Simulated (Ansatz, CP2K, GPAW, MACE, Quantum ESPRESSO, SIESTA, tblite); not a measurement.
# Σ7 (111) twist boundary in a Pd-Ir solid solution (84 atoms) in other programs, against a plane-wave reference

Aim: run Σ7 (111) twist boundary in a Pd-Ir solid solution (84 atoms) in several programs and set results and cost side by side. A plane-wave run serves as the reference.

Main program and level: Quantum ESPRESSO 7.5; Kohn-Sham DFT, PBE, SSSP efficiency 1.3.0 pseudopotentials, plane waves.

In doubt: a PseudoDojo file used here is known to give poor structures and forces (SIESTA), which bears on pressures, cells, forces and phonons.

## (1) The starting structure

The cell holds 84 atoms: 44 Pd and 40 Ir. Cell: a = 7.232 Å, b = 7.232 Å, c = 27.381 Å, α = 90.0°, β = 90.0°, γ = 120.0°. Fcc Pd (a = 3.8655 Å); two grains turned against each other by 81.79 deg about [111]; 1 x 1 coincidence cells, 2 lattice periods a grain, two boundaries a cell, upper grain shifted by [0, 0] of the boundary cell and opened by 0.3 Å, one atom of each pair nearer than 2.05 Å removed; 40 of 84 Pd sites given to Ir at random (lattice constant by Vegard's rule between Pd and Ir); not relaxed, displaced by a Gaussian of 0.02 Å. Then every atom was moved at random, 0.03 Å r.m.s. a Cartesian component. Regions: lower grain, 42 atoms (22 Pd and 20 Ir); upper grain, 42 atoms (20 Ir and 22 Pd). The structure's axis is c.

## (2) Reference: Quantum ESPRESSO, plane waves

The input, pw.in:

```
&control
  calculation = 'scf'
  pseudo_dir = './pseudo'
  outdir = './tmp'
  disk_io = 'none'
  tprnfor = .true.
  tstress = .true.
/
&system
  ibrav = 0
  nat = 84
  ntyp = 2
  ecutwfc = 45
  ecutrho = 360
  nosym = .true.
  occupations = 'smearing'
  smearing = 'fd'
  degauss = 0.003675
/
&electrons
  conv_thr = 4.2e-07
  electron_maxstep = 100
  mixing_beta = 0.2
  mixing_mode = 'local-TF'
  diagonalization = 'david'
/
ATOMIC_SPECIES
Pd 106.420 Pd.upf
Ir 192.217 Ir.upf
CELL_PARAMETERS angstrom
7.23169 0.00000 0.00000
-3.61584 6.26283 0.00000
0.00000 0.00000 27.38097
ATOMIC_POSITIONS crystal
Pd 0.86243 0.28724 0.99943
Ir 0.80590 0.05191 0.08183
Pd 0.70803 0.56991 0.99768
Pd 0.93883 0.75579 0.08185
Pd 0.43920 0.15251 0.00141
Ir 0.66104 0.32763 0.08258
Ir 0.90400 0.52834 0.16287
Pd 0.60632 0.08720 0.16530
Ir 0.85415 0.28162 0.24509
Ir 0.80828 0.03778 0.32520
Ir 0.56692 0.85096 0.00269
Ir 0.29200 0.42886 0.00134
[... 68 atom lines left out ...]
Pd 0.00168 0.99733 0.74262
Ir 0.22590 0.04608 0.82545
Pd 0.18334 0.23258 0.90860
Ir 0.47021 0.09344 0.90828
K_POINTS gamma
```

The run is started by

```
$ OMP_NUM_THREADS=1 mpirun -np 4 pw.x -in pw.in > output.txt
```

The log of the run:

```text
Program PWSCF
     gamma-point specific algorithms are used
     Message from routine set_sym_bl:
     NOTICE: Symmetry group for Bravais lattice is not a group (16) - symmetries are disabled
     one sub-group per band group will be used
     scalapack distributed-memory algorithm (size of sub-group:  2*  2 procs)
     Parallelization info
     sticks:   dense  smooth     PW     G-vecs:    dense   smooth      PW
     Min        1158     583    145               241370    85324   10691
     Max        1161     584    146               241400    85344   10698
     Sum        4639    2335    583               965563   341327   42777
     bravais-lattice index     =            0
     lattice parameter (alat)  =      13.6659  a.u.
     unit-cell volume          =    8368.6587 (a.u.)^3
[... lines left out ...]
     number of electrons       =      1392.00
[... lines left out ...]
     scf convergence threshold =      4.2E-07
[... lines left out ...]
     number of k points=     1  Fermi-Dirac smearing, width (Ry)=  0.0037
[... lines left out ...]
     total energy              =  -18440.69534273 Ry
[... lines left out ...]
     total energy              =  -18393.10273637 Ry
[... lines left out ...]
     total energy              =  -18412.19408554 Ry
[... lines left out ...]
     total energy              =  -18410.76280353 Ry
[... lines left out ...]
     total energy              =  -18410.76280443 Ry
[... lines left out ...]
          k = 0.0000 0.0000 0.0000 ( 21389 PWs)   bands (ev):
   -63.2660 -63.1999 -63.1892 -63.1867 -63.1821 -63.1755 -63.1638 -63.1453
   -63.0438 -63.0381 -63.0358 -63.0217 -63.0189 -62.9976 -62.9906 -62.9904
   -62.9866 -62.9697 -62.9616 -62.9586 -62.9427 -62.9340 -62.9104 -62.9080
[...]
30.7541  30.8366  30.8894  30.9030  30.9515  30.9910  31.0358  31.0496
    31.0785  31.1043  31.1903  31.2268  31.3118  31.3840  31.4227  31.4525
    31.5196  31.6796  31.7465
     the Fermi energy is    21.9218 ev
!    total energy              =  -18410.76280538 Ry
     estimated scf accuracy    <       0.00000034 Ry
     smearing contrib. (-TS)   =      -0.07429186 Ry
     internal energy E=F+TS    =  -18410.68851353 Ry
     The total energy is F=E-TS. E is the sum of the following terms:
     one-electron contribution =   -4130.21216398 Ry
     hartree contribution      =    3109.36059063 Ry
     xc contribution           =   -3107.02597848 Ry
     ewald contribution        =  -14282.81096170 Ry
     convergence has been achieved in  19 iterations
     Forces acting on atoms (cartesian axes, Ry/au):
     atom    1 type  1   force =    -0.00678123   -0.02244454   -0.04149795
     atom    2 type  2   force =     0.00655091   -0.00503769   -0.00493848
     atom    3 type  1   force =     0.03496340    0.03095561   -0.02090566
[...]
atom   83 type  1   force =     0.01166412    0.04232432    0.05878896
     atom   84 type  2   force =     0.03868676    0.02924386   -0.00179340
     Total force =     0.406099     Total SCF correction =     0.002682
     Computing stress (Cartesian axis) and pressure
          total   stress  (Ry/bohr**3)                   (kbar)     P=       37.37
   0.00002545   0.00001432  -0.00001407            3.74        2.11       -2.07
   0.00001432   0.00002404   0.00003510            2.11        3.54        5.16
  -0.00001407   0.00003510   0.00071252           -2.07        5.16      104.82
     Message from routine punch:
     Nothing written, as per user request (disk_io='none')
```

It took 8.6 min on 4 MPI ranks of Arm Neoverse V1, shared host; peak memory 4.2 GiB; 34 min of CPU time.

Banners and routine set-up lines are dropped from the logs; longer cuts are marked.

Numbers from this run:

```
r.m.s. force component : 0.6577 eV/Å
longest force          : 2.64 eV/Å
pressure               : 3.737 GPa
```

## (3) What was run beside it

The programs:
- CP2K 2026.2: Gaussian basis with GTH pseudopotentials and a plane-wave density; labels give functional, basis (MOLOPT sets; SR short-range, UZH the newer set with its own potentials), grid cutoff/relative cutoff and solver (OT: orbital transformation; TRS4, TC2, SIGN: linear-scaling purification with its sparsity filter), or its built-in tight binding.
- MACE: machine-learned potential, published weights.
- SIESTA 5.4.2: numerical atomic orbitals, whose automatically made sets are far from complete, with PseudoDojo norm-conserving potentials that we converted to its format (checked against plane waves on the same files for H, C, O, Si, Ge and Ca alone); labels give functional, basis size, energy shift and mesh cutoff.
- tblite 0.8.0: extended tight binding, driven from Python.

All use the same cell and atoms; the electronic-structure runs use the same k-mesh, and an electronic temperature of 580 K (0.05 eV) where levels are smeared.

Differences are against the plane-wave reference, forces as r.m.s. over components; share is that over the reference's r.m.s. force, slope the least-squares factor from reference forces to these. Total energies of different programs have different zeros and aren't compared.

```csv
run,"Δ force, r.m.s. (meV/Å)",share (%),slope,Δ pressure (GPa),cores,CPU time,memory (GiB)
reference,-,-,-,-,4,34 min,4.2
"CP2K PBE, DZVP-UZH, 600/60 Ry, diagonalisation",42.0,6.39,1.038,0.497,4,1.7 h,9.6
MACE MP-0b2 small potential,256,38.9,0.875,0.690,1,7.3 s,0.67
MACE MP-0b3 medium potential,281,42.8,0.699,1.73,1,8.8 s,0.98
MACE MPA-0 medium potential,213,32.4,0.812,-0.563,1,8.8 s,0.98
"SIESTA PBE, DZ, shift 0.01 Ry, mesh 300 Ry (coarse)",256,38.9,1.292,-12.1,2,6.9 min,1.1
"SIESTA PBE, DZP, shift 0.01 Ry, mesh 100 Ry (coarse)",132,20.1,1.092,0.587,4,6.7 min,1.2
"SIESTA PBE, DZP, shift 0.01 Ry, mesh 300 Ry",129,19.6,1.087,-0.302,4,14 min,1.8
"SIESTA PBE, SZ, shift 0.01 Ry, mesh 300 Ry (coarse)",423,64.3,1.223,-0.482,1,3.3 min,0.68
"SIESTA RPBE, PBE potentials, DZP, shift 0.01 Ry, mesh 300 Ry",135,20.6,1.109,4.10,4,14 min,1.9
tblite GFN1-xTB,238,36.1,0.785,7.80,1,16 s,0.17
```

Rows marked coarse use a setting chosen to be so.

Times of the machine-learned potentials are mostly Python's start and the loading of weights.

CPU time is summed over cores on a shared host, where runs went side by side, so it is rough. Symmetry, cutoffs, thresholds, outputs and thread counts weren't matched or tuned between programs; memory under MPI is the largest rank's times the ranks.

Runs without a result: CP2K GFN1-xTB, diagonalisation (not converged, the SCF not settling); GPAW PBE, LCAO dzp, h 0.2 Å (cut off at its time limit of 15 min); CP2K PBE, SZV-MOLOPT-SR, 600/60 Ry, diagonalisation (cut off at its time limit of 9.5 min); GPAW PBE, LCAO sz(dzp), h 0.2 Å (cut off at its time limit of 4 min); GPAW revPBE, LCAO dzp, h 0.2 Å (cut off at its time limit of 15 min); GPAW PBE, LCAO dzp, h 0.25 Å (cut off at its time limit of 12 min).

Mean charges by element (e), by run and scheme:

```csv
run,scheme,Pd,Ir
"CP2K PBE, DZVP-UZH, 600/60 Ry, diagonalisation",Mulliken,+0.05,-0.05
"CP2K PBE, DZVP-UZH, 600/60 Ry, diagonalisation",Hirshfeld,+0.22,-0.24
"SIESTA PBE, DZP, shift 0.01 Ry, mesh 300 Ry",Hirshfeld,-0.18,+0.20
"SIESTA RPBE, PBE potentials, DZP, shift 0.01 Ry, mesh 300 Ry",Hirshfeld,-0.18,+0.19
tblite GFN1-xTB,Mulliken,+0.18,-0.20
```

Within one program, basis, potentials and functional, energies share a zero. Each run against its twin at the usual cutoff or grid and solver:

```csv
run,twin,Δ energy (meV/atom),"Δ force, r.m.s. (meV/Å)",CPU time over the twin's
"SIESTA PBE, DZP, shift 0.01 Ry, mesh 100 Ry","DZP, shift 0.01 Ry, mesh 300 Ry",-45.9,42.0,0.47
```

## (4) What came out

```yaml
reference_r_m_s_force_component: 0.658 eV/Å
nearest_in_forces: CP2K PBE, DZVP-UZH, 600/60 Ry, diagonalisation, 6.4 %
farthest_in_forces: SIESTA PBE, SZ, shift 0.01 Ry, mesh 300 Ry (coarse), 64 %
cheapest_electronic_structure_run_beside_the_reference: tblite GFN1-xTB, 16 s of CPU time
```

What this shows: The PBE runs in local orbitals, coarse settings apart, differ by 6.4 % (CP2K PBE, DZVP-UZH, 600/60 Ry, diagonalisation) to 20 % (SIESTA PBE, DZP, shift 0.01 Ry, mesh 300 Ry); basis, grid and potentials can all enter. Tight binding differs by 36 % (tblite GFN1-xTB); it is another model, with fitted parameters of its own, and the xTB methods hold dispersion. Machine-learned potentials differ by 32 % (MACE MPA-0 medium potential) to 43 % (MACE MP-0b3 medium potential); they were trained on other programs' data. Among those trained on PBE data the slope goes as low as 0.70, which softening far from their training structures can give, though the reference's k-sampling is untested too. Rows with another functional or a dispersion term differ by 21 % (SIESTA RPBE, PBE potentials, DZP, shift 0.01 Ry, mesh 300 Ry), which mixes the change of model with differences of basis and potentials, some of them made for another functional. Runs with settings chosen to be coarse differ by 20 % (SIESTA PBE, DZP, shift 0.01 Ry, mesh 100 Ry) to 64 % (SIESTA PBE, SZ, shift 0.01 Ry, mesh 300 Ry), their programs' other errors included. Of the electronic-structure runs that take under half the reference's CPU time, SIESTA PBE, DZP, shift 0.01 Ry, mesh 300 Ry is among the nearest, at 20 % in 14 min against 34 min. SIESTA PBE, DZ, shift 0.01 Ry, mesh 300 Ry stiffens the forces by a factor of 1.29 while following their directions (correlation 0.981). In pressure, SIESTA PBE, DZ, shift 0.01 Ry, mesh 300 Ry misses by -12.1 GPa, at the same functional. Charges hang on model, scheme and program or settings: among these rows the mean for Ir runs from -0.24 to +0.20 e, even in sign. In the reference: levels near the Fermi energy are neither full nor empty under the smearing, so no gap is quoted. Periodic xTB results under one method name differ between programs and library versions. The potentials hold different valence shells: 1392 electrons in the reference, 1472 in SIESTA and 1472 in CP2K with DZVP-UZH; this bears on time and differences. The reference's pressure holds the uncorrected Pulay stress of its 45 Ry basis, so small pressure differences, and their order, may be the reference's own error. A potential file of the SIESTA runs is in doubt, which bears on their forces and pressure. Machine-learned potentials mimic data converged in k, so the reference's own k-point error enters their differences. The reference's stress is far from hydrostatic: its diagonal is 0.4, 0.4, 10.5 GPa, compression counted positive. The host structure and its lattice constant were typed by rule, without a check against the phase diagram. The reference's pressure of 3.7 GPa belongs to unrelaxed atoms and would change as they relax. The electronic-structure runs sample only Γ, in a cell whose shortest periodic width is 6 Å, which is coarse for a cell with partly filled levels. Spin–orbit coupling is left out, which matters for the levels of the heavy elements.

[Long decimals in the printed logs are rounded to 6 places.]

[Also dropped from logs without a mark: lines with file paths, logging warnings of Python, QE's lines on negative density and diagonalisation, SIESTA's first energy breakdown, zero terms and Voronoi charges.]

[Logs are printed without paths, hosts, clocks, repeated set-up lines and the standing remarks that a program may print on its own settings, such as how far it seeks lower states.]

[Hosts, paths, dates, database ids (printed as entryN), source tags and the programs' standing remarks are cut or masked in the printed files.]

[Not all failed runs are listed: runs killed by the host, ended in a Python traceback or in CONQUEST's support-function errors, and SIESTA runs with faulty potentials for Cu, Fe, Ni or Zn are left out.]
